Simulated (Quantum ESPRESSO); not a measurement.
# λ and ρ(T) of Rh (Fm-3m) from pw.x, ph.x and EPW, part 2 of 4

Wanted: λ, Tc and ρ(T) of Rh (Fm-3m) from Quantum ESPRESSO and EPW.

Quantum ESPRESSO 7.5; DFT PBEsol, scalar-relativistic, plane waves, PseudoDojo 0.4.1 norm-conserving pseudopotentials.

So far. Step 2 (Relaxation): The volume ends at 13.51 Å³ an atom, -1.2 % from the start. Step 3 (Ground state): The Fermi level lies at 23.00 eV and the pressure is -0.025 GPa.

## Step 4: Phonons on the coarse mesh

ph.x gives the dynamical matrices and the changes of the potential on a coarse q mesh, which EPW interpolates.

ph.in reads:

```
phonons
&inputph
   prefix = 'x'
   outdir = './tmp'
   tr2_ph = 1.0d-14
   fildyn = 'x.dyn'
   fildvscf = 'dvscf'
   ldisp = .true.
   nq1 = 4
   nq2 = 4
   nq3 = 4
   alpha_mix(1) = 0.5
   amass(1) = 102.9055
/
```

Launch:

```console
$ OMP_NUM_THREADS=1 mpirun -n 8 ph.x -nk 8 -in ph.in > ph.out
```

The program printed:

```text
[banner, memory and clock lines left out]
Program PHONON v.7.5

     ./tmp/x.save/

     IMPORTANT: XC functional enforced from input :
     Exchange-correlation= PBESOL
                           (   1   4  10   8   0   0   0)
     Any further DFT definition will be discarded
     Please, verify this is what you really want

     G-vector sticks info

     Reading collected, re-writing distributed wavefunctions in ./tmp/

     Dynamical matrices for ( 4, 4, 4)  uniform grid of q-points
     (   8 q-points):
       N         xq(1)         xq(2)         xq(3)
       1   0.000000000   0.000000000   0.000000000
       2   0.176776695   0.176776695  -0.176776695
       3  -0.353553391  -0.353553391   0.353553391
       4   0.353553391   0.000000000   0.000000000
       5  -0.176776695  -0.530330086   0.530330086
       6   0.000000000  -0.353553391   0.353553391
       7  -0.707106781   0.000000000   0.000000000
       8  -0.707106781   0.353553391   0.000000000

     Number and degeneracy of irreps per q-point
       N         xq(1)         xq(2)         xq(3)   N irreps
       1   0.000000000   0.000000000   0.000000000       1
        3
       2   0.176776695   0.176776695  -0.176776695       2
        1   2
       3  -0.353553391  -0.353553391   0.353553391       2
        1   2
       4   0.353553391   0.000000000   0.000000000       2
        1   2
       5  -0.176776695  -0.530330086   0.530330086       3
     No degeneracy
       6   0.000000000  -0.353553391   0.353553391       3
     No degeneracy
       7  -0.707106781   0.000000000   0.000000000       2
        1   2
       8  -0.707106781   0.353553391   0.000000000       2
        1   2

     Saving dvscf to file. Distribute only q points, not irreducible representations.

     Calculation of q =    0.0000000   0.0000000   0.0000000

     phonons

     bravais-lattice index     =            0
     lattice parameter (alat)  =       5.0514  a.u.
     unit-cell volume          =      91.1426 (a.u.)^3
     number of atoms/cell      =            1
     number of atomic types    =            1
     kinetic-energy cut-off    =      88.0000  Ry
     charge density cut-off    =     352.0000  Ry
     convergence threshold     =      1.0E-14
     beta                      =       0.5000
     number of iterations used =            4
     Exchange-correlation= PBESOL
                           (   1   4  10   8   0   0   0)

     celldm(1)=    5.05140  celldm(2)=    0.00000  celldm(3)=    0.00000
     celldm(4)=    0.00000  celldm(5)=    0.00000  celldm(6)=    0.00000

     crystal axes: (cart. coord. in units of alat)
               a(1) = (  0.0000  0.7071  0.7071 )
               a(2) = (  0.7071  0.0000  0.7071 )
               a(3) = (  0.7071  0.7071  0.0000 )

     reciprocal axes: (cart. coord. in units 2 pi/alat)
               b(1) = ( -0.7071  0.7071  0.7071 )
               b(2) = (  0.7071 -0.7071  0.7071 )
               b(3) = (  0.7071  0.7071 -0.7071 )

     Atoms inside the unit cell:

     Cartesian axes

     site n.  atom      mass           positions (alat units)
        1  Rh    102.9055   tau(    1) = (    0.00000    0.00000    0.00000  )

     Computing dynamical matrix for
                    q = (   0.0000000   0.0000000   0.0000000 )

     49 Sym.Ops. (with q -> -q+G )

     G cutoff =  227.5135  (  10081 G-vectors)     FFT grid: ( 32, 32, 32)

     number of k points=    72  Marzari-Vanderbilt smearing, width (Ry)=  0.0200

     PseudoPot. # 1 for Rh read from file:
     ./pseudo/Rh.upf
     Pseudo is Norm-conserving + core correction, Zval = 17.0
     Using radial grid of 1568 points,  6 beta functions with:
                l(1) =   0
                l(2) =   0
                l(3) =   1
                l(4) =   1
                l(5) =   2
                l(6) =   2

     Mode symmetry, O_h (m-3m)  point group:

     Atomic displacements:
     There are    1 irreducible representations

     Representation     1      3 modes -  To be done

     Alpha used in Ewald sum =   2.8000

     Representation #   1 modes #   1   2   3

     Self-consistent Calculation

     Pert. #  1: Fermi energy shift (Ry) =     5.3853E-26    -2.7036E-37
     Pert. #  2: Fermi energy shift (Ry) =    -3.4466E-26     3.9183E-38
     Pert. #  3: Fermi energy shift (Ry) =    -7.1086E-26     4.7020E-38

      thresh= 1.000E-02 alpha_mix =  0.500 |ddv_scf|^2 =  1.079E-05

     Pert. #  1: Fermi energy shift (Ry) =     6.4623E-26     1.4694E-39
     Pert. #  2: Fermi energy shift (Ry) =     3.0158E-26    -9.7958E-40
     Pert. #  3: Fermi energy shift (Ry) =    -2.1541E-26     7.3468E-40

      thresh= 3.284E-04 alpha_mix =  0.500 |ddv_scf|^2 =  3.196E-07

     Pert. #  1: Fermi energy shift (Ry) =    -4.2544E-26     1.3469E-39
     Pert. #  2: Fermi energy shift (Ry) =    -6.0315E-26    -1.0198E-39
     Pert. #  3: Fermi energy shift (Ry) =     6.4623E-27    -7.9591E-40

      thresh= 5.653E-05 alpha_mix =  0.500 |ddv_scf|^2 =  7.249E-09

     Pert. #  1: Fermi energy shift (Ry) =    -2.2618E-26     2.1428E-40
     Pert. #  2: Fermi energy shift (Ry) =    -1.5079E-26    -4.8979E-40
     Pert. #  3: Fermi energy shift (Ry) =     1.0771E-26    -1.5306E-40

      thresh= 8.514E-06 alpha_mix =  0.500 |ddv_scf|^2 =  9.641E-11

     Pert. #  1: Fermi energy shift (Ry) =     1.2925E-26    -2.6785E-41
     Pert. #  2: Fermi energy shift (Ry) =    -9.0473E-26     6.1224E-41
     Pert. #  3: Fermi energy shift (Ry) =    -1.1848E-26     1.9132E-41

      thresh= 9.819E-07 alpha_mix =  0.500 |ddv_scf|^2 =  7.844E-13

     Pert. #  1: Fermi energy shift (Ry) =     3.6620E-26    -4.7831E-43
     Pert. #  2: Fermi energy shift (Ry) =     8.1856E-26     1.9132E-42
     Pert. #  3: Fermi energy shift (Ry) =    -1.0771E-27     1.1958E-42

      thresh= 8.857E-08 alpha_mix =  0.500 |ddv_scf|^2 =  7.467E-14

     Pert. #  1: Fermi energy shift (Ry) =     1.2925E-26     9.5662E-43
     Pert. #  2: Fermi energy shift (Ry) =     4.0928E-26    -3.8265E-42
     Pert. #  3: Fermi energy shift (Ry) =    -4.0928E-26     4.3048E-42

      thresh= 2.733E-08 alpha_mix =  0.500 |ddv_scf|^2 =  1.603E-16

     End of self-consistent calculation

     Convergence has been achieved

     Number of q in the star =    1
     List of q in the star:
          1   0.000000000   0.000000000   0.000000000

     Diagonalizing the dynamical matrix

     q = (    0.000000000   0.000000000   0.000000000 )

 **************************************************************************
     freq (    1) =      -0.534393 [THz] =     -17.825445 [cm-1]
     freq (    2) =      -0.534393 [THz] =     -17.825445 [cm-1]
     freq (    3) =      -0.534393 [THz] =     -17.825445 [cm-1]
[...]
thresh= 5.312E-06 alpha_mix =  0.500 |ddv_scf|^2 =  1.266E-10

      thresh= 1.125E-06 alpha_mix =  0.500 |ddv_scf|^2 =  2.916E-12

      thresh= 1.708E-07 alpha_mix =  0.500 |ddv_scf|^2 =  1.084E-14

      thresh= 1.041E-08 alpha_mix =  0.500 |ddv_scf|^2 =  1.441E-15

     End of self-consistent calculation

     Convergence has been achieved

     Representation #   2 modes #   2   3

     Self-consistent Calculation

      thresh= 1.000E-02 alpha_mix =  0.500 |ddv_scf|^2 =  5.591E-05

[...]
End of self-consistent calculation

     Convergence has been achieved

     Number of q in the star =    3
     List of q in the star:
          1  -0.707106781   0.000000000   0.000000000
          2   0.000000000   0.000000000  -0.707106781
          3   0.000000000  -0.707106781   0.000000000

     Diagonalizing the dynamical matrix

     q = (   -0.707106781   0.000000000   0.000000000 )

 **************************************************************************
     freq (    1) =       5.890194 [THz] =     196.475730 [cm-1]
     freq (    2) =       5.890194 [THz] =     196.475730 [cm-1]
     freq (    3) =       7.382778 [THz] =     246.262960 [cm-1]
 **************************************************************************

     Mode symmetry, D_4h(4/mmm) point group:

     freq (   1-   2) =        196.5  [cm-1]   --> E_u  X_5' M_5'
     freq (   3-   3) =        246.3  [cm-1]   --> A_2u X_4' M_4'

     Calculation of q =   -0.7071068   0.3535534   0.0000000

     G-vector sticks info

     Title:
     phonons

     bravais-lattice index     =            0
     lattice parameter (alat)  =       5.0514  a.u.
     unit-cell volume          =      91.1426 (a.u.)^3
     number of atoms/cell      =            1
     number of atomic types    =            1
     number of electrons       =        17.00
     number of Kohn-Sham states=           13
     kinetic-energy cutoff     =      88.0000  Ry
     charge density cutoff     =     352.0000  Ry
     Exchange-correlation= PBESOL
                           (   1   4  10   8   0   0   0)

     celldm(1)=   5.051404  celldm(2)=   0.000000  celldm(3)=   0.000000
     celldm(4)=   0.000000  celldm(5)=   0.000000  celldm(6)=   0.000000

     crystal axes: (cart. coord. in units of alat)
               a(1) = (   0.000000   0.707107   0.707107 )
               a(2) = (   0.707107   0.000000   0.707107 )
               a(3) = (   0.707107   0.707107   0.000000 )

     reciprocal axes: (cart. coord. in units 2 pi/alat)
               b(1) = ( -0.707107  0.707107  0.707107 )
               b(2) = (  0.707107 -0.707107  0.707107 )
               b(3) = (  0.707107  0.707107 -0.707107 )

     PseudoPot. # 1 for Rh read from file:
     ./pseudo/Rh.upf
     Pseudo is Norm-conserving + core correction, Zval = 17.0
     Using radial grid of 1568 points,  6 beta functions with:
[...]
l(5) =   2
                l(6) =   2

     atomic species   valence    mass     pseudopotential
     Rh               17.00   102.90550     Rh( 1.00)

     48 Sym. Ops., with inversion, found

   Cartesian axes

     site n.     atom                  positions (alat units)
         1        Rh     tau(   1) = (   0.0000000   0.0000000   0.0000000  )

     number of k points=   524  Marzari-Vanderbilt smearing, width (Ry)=  0.0200

     Number of k-points >= 100: set verbosity='high' to print them.

     Dense  grid:    10081 G-vectors     FFT dimensions: (  32,  32,  32)

     The potential is recalculated from file :
     ./tmp/_ph0/x.q_8/x.save/charge-density

     Starting wfcs are   10 atomic +    3 random wfcs

     Band Structure Calculation
     Davidson diagonalization with overlap

     ethr =  5.88E-11,  avg # of iterations = 14.2

     End of band structure calculation

     Number of k-points >= 100: set verbosity='high' to print the bands.

     the Fermi energy is    22.9995 ev

     Writing config to output data dir ./tmp/_ph0/x.q_8/x.save/ :
     XML data file

     phonons

     bravais-lattice index     =            0
     lattice parameter (alat)  =       5.0514  a.u.
     unit-cell volume          =      91.1426 (a.u.)^3
     number of atoms/cell      =            1
     number of atomic types    =            1
     kinetic-energy cut-off    =      88.0000  Ry
     charge density cut-off    =     352.0000  Ry
     convergence threshold     =      1.0E-14
     beta                      =       0.5000
     number of iterations used =            4
     Exchange-correlation= PBESOL
                           (   1   4  10   8   0   0   0)

     celldm(1)=    5.05140  celldm(2)=    0.00000  celldm(3)=    0.00000
     celldm(4)=    0.00000  celldm(5)=    0.00000  celldm(6)=    0.00000

     crystal axes: (cart. coord. in units of alat)
               a(1) = (  0.0000  0.7071  0.7071 )
               a(2) = (  0.7071  0.0000  0.7071 )
               a(3) = (  0.7071  0.7071  0.0000 )

     reciprocal axes: (cart. coord. in units 2 pi/alat)
               b(1) = ( -0.7071  0.7071  0.7071 )
               b(2) = (  0.7071 -0.7071  0.7071 )
               b(3) = (  0.7071  0.7071 -0.7071 )

     Atoms inside the unit cell:

     Cartesian axes

     site n.  atom      mass           positions (alat units)
        1  Rh    102.9055   tau(    1) = (    0.00000    0.00000    0.00000  )

     Computing dynamical matrix for
                    q = (  -0.7071068   0.3535534   0.0000000 )

      8 Sym.Ops. (no q -> -q+G )

     G cutoff =  227.5135  (  10081 G-vectors)     FFT grid: ( 32, 32, 32)

     number of k points=   524  Marzari-Vanderbilt smearing, width (Ry)=  0.0200

     PseudoPot. # 1 for Rh read from file:
     ./pseudo/Rh.upf
     Pseudo is Norm-conserving + core correction, Zval = 17.0
     Using radial grid of 1568 points,  6 beta functions with:
                l(1) =   0
                l(2) =   0
                l(3) =   1
                l(4) =   1
                l(5) =   2
                l(6) =   2

     Mode symmetry, D_2d (-42m) point group:

     Atomic displacements:
     There are    2 irreducible representations

     Representation     1      1 modes -  To be done

     Representation     2      2 modes -  To be done

     Alpha used in Ewald sum =   2.8000

     Representation #   1 mode #   1

     Self-consistent Calculation

[...]
End of self-consistent calculation

     Convergence has been achieved

     Representation #   2 modes #   2   3

     Self-consistent Calculation

      thresh= 1.000E-02 alpha_mix =  0.500 |ddv_scf|^2 =  1.798E-04

      thresh= 1.341E-03 alpha_mix =  0.500 |ddv_scf|^2 =  8.880E-06

      thresh= 2.980E-04 alpha_mix =  0.500 |ddv_scf|^2 =  5.852E-08

      thresh= 2.419E-05 alpha_mix =  0.500 |ddv_scf|^2 =  2.607E-09

      thresh= 5.105E-06 alpha_mix =  0.500 |ddv_scf|^2 =  1.615E-11

      thresh= 4.019E-07 alpha_mix =  0.500 |ddv_scf|^2 =  8.009E-13

      thresh= 8.949E-08 alpha_mix =  0.500 |ddv_scf|^2 =  1.866E-14

      thresh= 1.366E-08 alpha_mix =  0.500 |ddv_scf|^2 =  5.479E-16

     End of self-consistent calculation

     Convergence has been achieved

     Number of q in the star =    6
     List of q in the star:
          1  -0.707106781   0.353553391  -0.000000000
          2   0.707106781   0.000000000   0.353553391
          3   0.707106781   0.000000000  -0.353553391
          4   0.707106781  -0.353553391   0.000000000
          5   0.353553391   0.000000000  -0.707106781
          6  -0.353553391  -0.000000000   0.707106781

     Diagonalizing the dynamical matrix

     q = (   -0.707106781   0.353553391   0.000000000 )

 **************************************************************************
     freq (    1) =       5.900184 [THz] =     196.808968 [cm-1]
     freq (    2) =       6.367203 [THz] =     212.387022 [cm-1]
     freq (    3) =       6.367203 [THz] =     212.387022 [cm-1]
 **************************************************************************

     Mode symmetry, D_2d (-42m) point group:

     freq (   1-   1) =        196.8  [cm-1]   --> B_2  X_3  W_2
     freq (   2-   3) =        212.4  [cm-1]   --> E    X_5  W_3
```

Wall time 9.5 min (8 MPI ranks of Arm Neoverse V2, shared host).

This step gave:

| Quantity | Value |
| --- | --- |
| lowest frequency off the zone centre | 102.8 cm⁻¹ |
| largest magnitude of the acoustic modes at the zone centre, before the sum rule | 17.83 cm⁻¹ |

Frequencies at the irreducible wavevectors:

```tsv
q1	q2	q3	star	mode 1 (cm⁻¹)	mode 2 (cm⁻¹)	mode 3 (cm⁻¹)
0	0	0	1	-17.8	-17.8	-17.8
0	0	0.25	8	102.8	102.8	205.5
0	0	0.5	4	146.5	146.5	251.8
0	0.25	0.25	6	140.5	140.5	216.2
0	0.25	0.5	24	170.4	188	235.4
0	0.25	-0.25	12	145.4	177.1	234.3
0	0.5	0.5	3	196.5	196.5	246.3
0.25	0.5	-0.25	6	196.8	212.4	212.4
```

The lowest mode off the zone centre lies at 103 cm⁻¹ and the highest of all solved modes at 252 cm⁻¹, so the solved wavevectors are stable. The acoustic modes at the centre lie within 18 cm⁻¹ of zero before the sum rule is imposed.

## Step 5: Bands for the check

Bands on a path serve later as the test of the Wannier interpolation; inside the frozen window, points that lie on the coarse mesh match by construction, and those between them test it.

bands.in reads:

```
&control
   calculation = 'bands'
   prefix = 'x'
   outdir = './tmp'
   pseudo_dir = './pseudo'
   verbosity = 'high'
/
&system
   ibrav = 0
   nat = 1
   ntyp = 1
   ecutwfc = 88.0
   occupations = 'smearing'
   smearing = 'mv'
   degauss = 0.02
   nbnd = 31
/
&electrons
   conv_thr = 1.0d-10
/
ATOMIC_SPECIES
 Rh    102.9055  Rh.upf
CELL_PARAMETERS angstrom
     0.000000000    1.890158600    1.890158600
     1.890158600    0.000000000    1.890158600
     1.890158600    1.890158600    0.000000000
ATOMIC_POSITIONS crystal
 Rh     0.000000000   0.000000000   0.000000000
K_POINTS crystal
45
 0.37500000 0.37500000 0.75000000 0.02222222
 0.35000000 0.35000000 0.70000000 0.02222222
 0.32500000 0.32500000 0.65000000 0.02222222
 0.30000000 0.30000000 0.60000000 0.02222222
[the list of k-points goes on]
```

Launch:

```console
$ OMP_NUM_THREADS=1 mpirun -n 8 pw.x -nk 8 -in bands.in > bands.out
```

The program printed:

```text
[banner, memory and clock lines left out]
[...]
number of Kohn-Sham states=           31
```

Elapsed: 3.5 s, on 8 MPI ranks.

## Step 6: States on the coarse mesh

Wannier functions need the states on a full uniform k mesh, and the couplings need it to be a multiple of the q mesh.

nscf.in reads:

```
&control
   calculation = 'nscf'
   prefix = 'x'
   outdir = './tmp'
   pseudo_dir = './pseudo'
   verbosity = 'high'
/
&system
   ibrav = 0
   nat = 1
   ntyp = 1
   ecutwfc = 88.0
   occupations = 'smearing'
   smearing = 'mv'
   degauss = 0.02
   nbnd = 31
/
&electrons
   conv_thr = 1.0d-11
/
ATOMIC_SPECIES
 Rh    102.9055  Rh.upf
CELL_PARAMETERS angstrom
     0.000000000    1.890158600    1.890158600
     1.890158600    0.000000000    1.890158600
     1.890158600    1.890158600    0.000000000
ATOMIC_POSITIONS crystal
 Rh     0.000000000   0.000000000   0.000000000
K_POINTS crystal
512
 0.00000000 0.00000000 0.00000000 0.00195312
 0.00000000 0.00000000 0.12500000 0.00195312
 0.00000000 0.00000000 0.25000000 0.00195312
 0.00000000 0.00000000 0.37500000 0.00195312
[the list of k-points goes on]
```

Launch:

```console
$ OMP_NUM_THREADS=1 mpirun -n 8 pw.x -nk 8 -in nscf.in > nscf.out
```

The program printed:

```text
[banner, memory and clock lines left out]
[...]
number of Kohn-Sham states=           31
     the Fermi energy is    23.0694 ev
```

Wall time 30 s (8 MPI ranks); 3.2 min of CPU time.

This step gave:

```
Fermi energy : 23.07 eV
```

(Continued in part 3 of 4.)

[The logs of pw.x and epw.x are selected lines.]

[Logs are printed without paths, hosts, clocks, repeated set-up lines and the standing remarks that a program may print on its own settings, such as how far it seeks lower states.]

[Hosts, paths, dates, database ids (printed as entryN), source tags and the programs' standing remarks are cut or masked in the printed files.]
